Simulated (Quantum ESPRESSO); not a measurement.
# MnSi: parallel and opposed starts, part 3 of 3

A self-consistent run ends on one state, which hangs on the start. Several orders of MnSi are started in Quantum ESPRESSO and their energies compared.

Quantum ESPRESSO 7.5; PBEsol; plane waves with GBRV 1.5 PBEsol potentials, no spin-orbit coupling.

So far, largest spin moment in the atom's sphere (μB): step 2 (run 1, typed as ferro ++++) 0.978; step 3 (run 2, typed as antiferro ++−−) 0.380; step 4 (run 3, typed as ferri +++−) 0.979; step 6 (the lowest state again, with its states saved) 0.978.

The database entry behind the starting cell differs from later determinations by our own check (0.1 to 0.3 % short, probably kX units), so it need not match the best structure at ambient conditions.

### Step 7. Projections on atomic orbitals

Level of this step: PBEsol; plane waves with GBRV 1.5 PBEsol potentials, no spin-orbit coupling, projections on orthogonalised atomic orbitals (Quantum ESPRESSO).

projwfc.x projects the saved states on orthogonalised atomic orbitals of the pseudopotential files.

The program printed:

```text
[banner, memory and clock lines left out]
Program PROJWFC v.7.5 starts

     [... lines left out ...]
     IMPORTANT: XC functional enforced from input :
     Exchange-correlation= PBESOL
                           (   1   4  10   8   0   0   0)
     Any further DFT definition will be discarded
     Please, verify this is what you really want

     G-vector sticks info

     Check: negative core charge=   -0.000040

     Gaussian broadening (read from input): ngauss,degauss=   0    0.010000

     Calling projwave ....

  Problem Sizes
  natomwfc =           68
  nbnd     =           58
  nkstot   =           80
  npwx     =         2800
  nkb      =          144

     Atomic states used for projection
     (read from pseudopotential files):

     state #   1: atom   1 (Mn1), wfc  1 (l=0 m= 1)
     state #   2: atom   1 (Mn1), wfc  2 (l=1 m= 1)
     state #   3: atom   1 (Mn1), wfc  2 (l=1 m= 2)
     state #   4: atom   1 (Mn1), wfc  2 (l=1 m= 3)
     state #   5: atom   1 (Mn1), wfc  3 (l=0 m= 1)
     state #   6: atom   1 (Mn1), wfc  4 (l=2 m= 1)
     state #   7: atom   1 (Mn1), wfc  4 (l=2 m= 2)
     state #   8: atom   1 (Mn1), wfc  4 (l=2 m= 3)
     state #   9: atom   1 (Mn1), wfc  4 (l=2 m= 4)
     state #  10: atom   1 (Mn1), wfc  4 (l=2 m= 5)
     state #  11: atom   1 (Mn1), wfc  5 (l=1 m= 1)
     state #  12: atom   1 (Mn1), wfc  5 (l=1 m= 2)
     state #  13: atom   1 (Mn1), wfc  5 (l=1 m= 3)
     state #  14: atom   2 (Mn1), wfc  1 (l=0 m= 1)
[...]
state #  41: atom   4 (Mn2), wfc  2 (l=1 m= 1)
     state #  42: atom   4 (Mn2), wfc  2 (l=1 m= 2)
     state #  43: atom   4 (Mn2), wfc  2 (l=1 m= 3)
     state #  44: atom   4 (Mn2), wfc  3 (l=0 m= 1)
     state #  45: atom   4 (Mn2), wfc  4 (l=2 m= 1)
     state #  46: atom   4 (Mn2), wfc  4 (l=2 m= 2)
     state #  47: atom   4 (Mn2), wfc  4 (l=2 m= 3)
     state #  48: atom   4 (Mn2), wfc  4 (l=2 m= 4)
     state #  49: atom   4 (Mn2), wfc  4 (l=2 m= 5)
     state #  50: atom   4 (Mn2), wfc  5 (l=1 m= 1)
     state #  51: atom   4 (Mn2), wfc  5 (l=1 m= 2)
     state #  52: atom   4 (Mn2), wfc  5 (l=1 m= 3)
     state #  53: atom   5 (Si ), wfc  1 (l=0 m= 1)
     state #  54: atom   5 (Si ), wfc  2 (l=1 m= 1)
     state #  55: atom   5 (Si ), wfc  2 (l=1 m= 2)
     state #  56: atom   5 (Si ), wfc  2 (l=1 m= 3)
     state #  57: atom   6 (Si ), wfc  1 (l=0 m= 1)
     state #  58: atom   6 (Si ), wfc  2 (l=1 m= 1)
     state #  59: atom   6 (Si ), wfc  2 (l=1 m= 2)
     state #  60: atom   6 (Si ), wfc  2 (l=1 m= 3)
     state #  61: atom   7 (Si ), wfc  1 (l=0 m= 1)
     state #  62: atom   7 (Si ), wfc  2 (l=1 m= 1)
     state #  63: atom   7 (Si ), wfc  2 (l=1 m= 2)
     state #  64: atom   7 (Si ), wfc  2 (l=1 m= 3)
     state #  65: atom   8 (Si ), wfc  1 (l=0 m= 1)
     state #  66: atom   8 (Si ), wfc  2 (l=1 m= 1)
     state #  67: atom   8 (Si ), wfc  2 (l=1 m= 2)
     state #  68: atom   8 (Si ), wfc  2 (l=1 m= 3)

 [... projections of the bands left out ...]

Lowdin Charges:

     Atom #   1: total charge =  15.7957, s =  2.3551, p =  7.4238, d =  6.0168,
                 spin up      =   8.4331, s =  1.1761,
                 spin up      =   8.4331, p =  3.7107, pz=  1.2369, px=  1.2369, py=  1.2369,
                 spin up      =   8.4331, d =  3.5463, dz2=  0.7380, dxz=  0.6901, dyz=  0.6901, dx2-y2=  0.7380, dxy=  0.6901,
                 spin down    =   7.3626, s =  1.1789,
                 spin down    =   7.3626, p =  3.7132, pz=  1.2377, px=  1.2377, py=  1.2377,
                 spin down    =   7.3626, d =  2.4705, dz2=  0.4503, dxz=  0.5233, dyz=  0.5233, dx2-y2=  0.4503, dxy=  0.5233,
                 polarization =   1.0705, s = -0.0028, p = -0.0025, d =  1.0758,
     Atom #   2: total charge =  15.7957, s =  2.3551, p =  7.4238, d =  6.0168,
                 spin up      =   8.4331, s =  1.1761,
                 spin up      =   8.4331, p =  3.7107, pz=  1.2369, px=  1.2369, py=  1.2369,
                 spin up      =   8.4331, d =  3.5463, dz2=  0.7380, dxz=  0.6901, dyz=  0.6901, dx2-y2=  0.7380, dxy=  0.6901,
                 spin down    =   7.3626, s =  1.1789,
                 spin down    =   7.3626, p =  3.7132, pz=  1.2377, px=  1.2377, py=  1.2377,
                 spin down    =   7.3626, d =  2.4705, dz2=  0.4503, dxz=  0.5233, dyz=  0.5233, dx2-y2=  0.4503, dxy=  0.5233,
                 polarization =   1.0705, s = -0.0028, p = -0.0025, d =  1.0758,
     Atom #   3: total charge =  15.7957, s =  2.3551, p =  7.4238, d =  6.0168,
                 spin up      =   8.4331, s =  1.1761,
                 spin up      =   8.4331, p =  3.7107, pz=  1.2369, px=  1.2369, py=  1.2369,
                 spin up      =   8.4331, d =  3.5463, dz2=  0.7380, dxz=  0.6901, dyz=  0.6901, dx2-y2=  0.7380, dxy=  0.6901,
                 spin down    =   7.3626, s =  1.1789,
                 spin down    =   7.3626, p =  3.7132, pz=  1.2377, px=  1.2377, py=  1.2377,
                 spin down    =   7.3626, d =  2.4705, dz2=  0.4503, dxz=  0.5233, dyz=  0.5233, dx2-y2=  0.4503, dxy=  0.5233,
                 polarization =   1.0705, s = -0.0028, p = -0.0025, d =  1.0758,
     Atom #   4: total charge =  15.7957, s =  2.3551, p =  7.4238, d =  6.0168,
                 spin up      =   8.4331, s =  1.1761,
                 spin up      =   8.4331, p =  3.7107, pz=  1.2369, px=  1.2369, py=  1.2369,
                 spin up      =   8.4331, d =  3.5463, dz2=  0.7380, dxz=  0.6901, dyz=  0.6901, dx2-y2=  0.7380, dxy=  0.6901,
                 spin down    =   7.3627, s =  1.1789,
                 spin down    =   7.3627, p =  3.7132, pz=  1.2377, px=  1.2377, py=  1.2377,
                 spin down    =   7.3627, d =  2.4706, dz2=  0.4503, dxz=  0.5233, dyz=  0.5233, dx2-y2=  0.4503, dxy=  0.5233,
                 polarization =   1.0704, s = -0.0028, p = -0.0025, d =  1.0757,
     Atom #   5: total charge =   3.1098, s =  0.8459, p =  2.2640, d =  0.0000,
                 spin up      =   1.5013, s =  0.4115,
                 spin up      =   1.5013, p =  1.0899, pz=  0.3633, px=  0.3633, py=  0.3633,
                 spin up      =   1.5013, d =  0.0000, dz2=  0.0000, dxz=  0.0000, dyz=  0.0000, dx2-y2=  0.0000, dxy=  0.0000,
                 spin down    =   1.6085, s =  0.4344,
                 spin down    =   1.6085, p =  1.1741, pz=  0.3914, px=  0.3914, py=  0.3914,
                 spin down    =   1.6085, d =  0.0000, dz2=  0.0000, dxz=  0.0000, dyz=  0.0000, dx2-y2=  0.0000, dxy=  0.0000,
                 polarization =  -0.1072, s = -0.0229, p = -0.0842, d =  0.0000,
     Atom #   6: total charge =   3.1098, s =  0.8459, p =  2.2640, d =  0.0000,
                 spin up      =   1.5013, s =  0.4115,
                 spin up      =   1.5013, p =  1.0899, pz=  0.3633, px=  0.3633, py=  0.3633,
                 spin up      =   1.5013, d =  0.0000, dz2=  0.0000, dxz=  0.0000, dyz=  0.0000, dx2-y2=  0.0000, dxy=  0.0000,
                 spin down    =   1.6085, s =  0.4344,
                 spin down    =   1.6085, p =  1.1741, pz=  0.3914, px=  0.3914, py=  0.3914,
                 spin down    =   1.6085, d =  0.0000, dz2=  0.0000, dxz=  0.0000, dyz=  0.0000, dx2-y2=  0.0000, dxy=  0.0000,
                 polarization =  -0.1072, s = -0.0229, p = -0.0842, d =  0.0000,
     Atom #   7: total charge =   3.1098, s =  0.8459, p =  2.2640, d =  0.0000,
                 spin up      =   1.5013, s =  0.4115,
                 spin up      =   1.5013, p =  1.0899, pz=  0.3633, px=  0.3633, py=  0.3633,
                 spin up      =   1.5013, d =  0.0000, dz2=  0.0000, dxz=  0.0000, dyz=  0.0000, dx2-y2=  0.0000, dxy=  0.0000,
                 spin down    =   1.6085, s =  0.4344,
                 spin down    =   1.6085, p =  1.1741, pz=  0.3914, px=  0.3914, py=  0.3914,
                 spin down    =   1.6085, d =  0.0000, dz2=  0.0000, dxz=  0.0000, dyz=  0.0000, dx2-y2=  0.0000, dxy=  0.0000,
                 polarization =  -0.1072, s = -0.0229, p = -0.0842, d =  0.0000,
     Atom #   8: total charge =   3.1098, s =  0.8459, p =  2.2640, d =  0.0000,
                 spin up      =   1.5013, s =  0.4115,
                 spin up      =   1.5013, p =  1.0899, pz=  0.3633, px=  0.3633, py=  0.3633,
                 spin up      =   1.5013, d =  0.0000, dz2=  0.0000, dxz=  0.0000, dyz=  0.0000, dx2-y2=  0.0000, dxy=  0.0000,
                 spin down    =   1.6085, s =  0.4344,
                 spin down    =   1.6085, p =  1.1741, pz=  0.3914, px=  0.3914, py=  0.3914,
                 spin down    =   1.6085, d =  0.0000, dz2=  0.0000, dxz=  0.0000, dyz=  0.0000, dx2-y2=  0.0000, dxy=  0.0000,
                 polarization =  -0.1072, s = -0.0229, p = -0.0842, d =  0.0000,
     Spilling Parameter:   0.0050
```

It took 4 s on 4 MPI ranks of Arm Neoverse V1, shared host; peak memory 0.29 GiB.

| atom | moment in the sphere (μB) | Löwdin moment (μB) | Löwdin charge (e) |
| --- | --- | --- | --- |
| Mn1 | 0.978 | 1.071 | 15.796 |
| Mn2 | 0.978 | 1.071 | 15.796 |
| Mn3 | 0.978 | 1.071 | 15.796 |
| Mn4 | 0.978 | 1.070 | 15.796 |
| Si5 | -0.041 | -0.107 | 3.110 |
| Si6 | -0.041 | -0.107 | 3.110 |
| Si7 | -0.041 | -0.107 | 3.110 |
| Si8 | -0.041 | -0.107 | 3.110 |

### Step 8. Results

| Item | Value |
| --- | --- |
| lowest state found | ferromagnetic (from ferro ++++ and ferri +++-) |
| largest site moment | 0.978 μB |
| next state with moments | antiferromagnetic, 36.3 meV a seeded atom higher |

**Reading.** The smearing terms TS of the orders run from 50 to 75 meV a seeded atom, so the differences would change at a smaller width: an order with a larger TS is lowered more by the smearing. 1 start left the typed signs, so such an energy belongs to the state reached, not the one typed. The largest moment reads 0.98 μB in the sphere and 1.07 μB by Löwdin projection; a site moment hangs on how space is shared out. This is the lowest of 3 collinear or spinless starts, no proof of the ground state. Energies are free energies at an electronic temperature of 1160 K, which lowers moments and differences where the moments are itinerant.

[Logs and program files are shortened in this print: banners, set-up blocks, solver, clock and traceback lines can be left out without a mark of their own.]

[Logs are printed without paths, hosts, clocks, repeated set-up lines and the standing remarks that a program may print on its own settings, such as how far it seeks lower states.]

[Hosts, paths, dates, database ids (printed as entryN), source tags and the programs' standing remarks are cut or masked in the printed files.]

[Where a cell is said to come from a database of computed structures, the database is the Materials Project.]
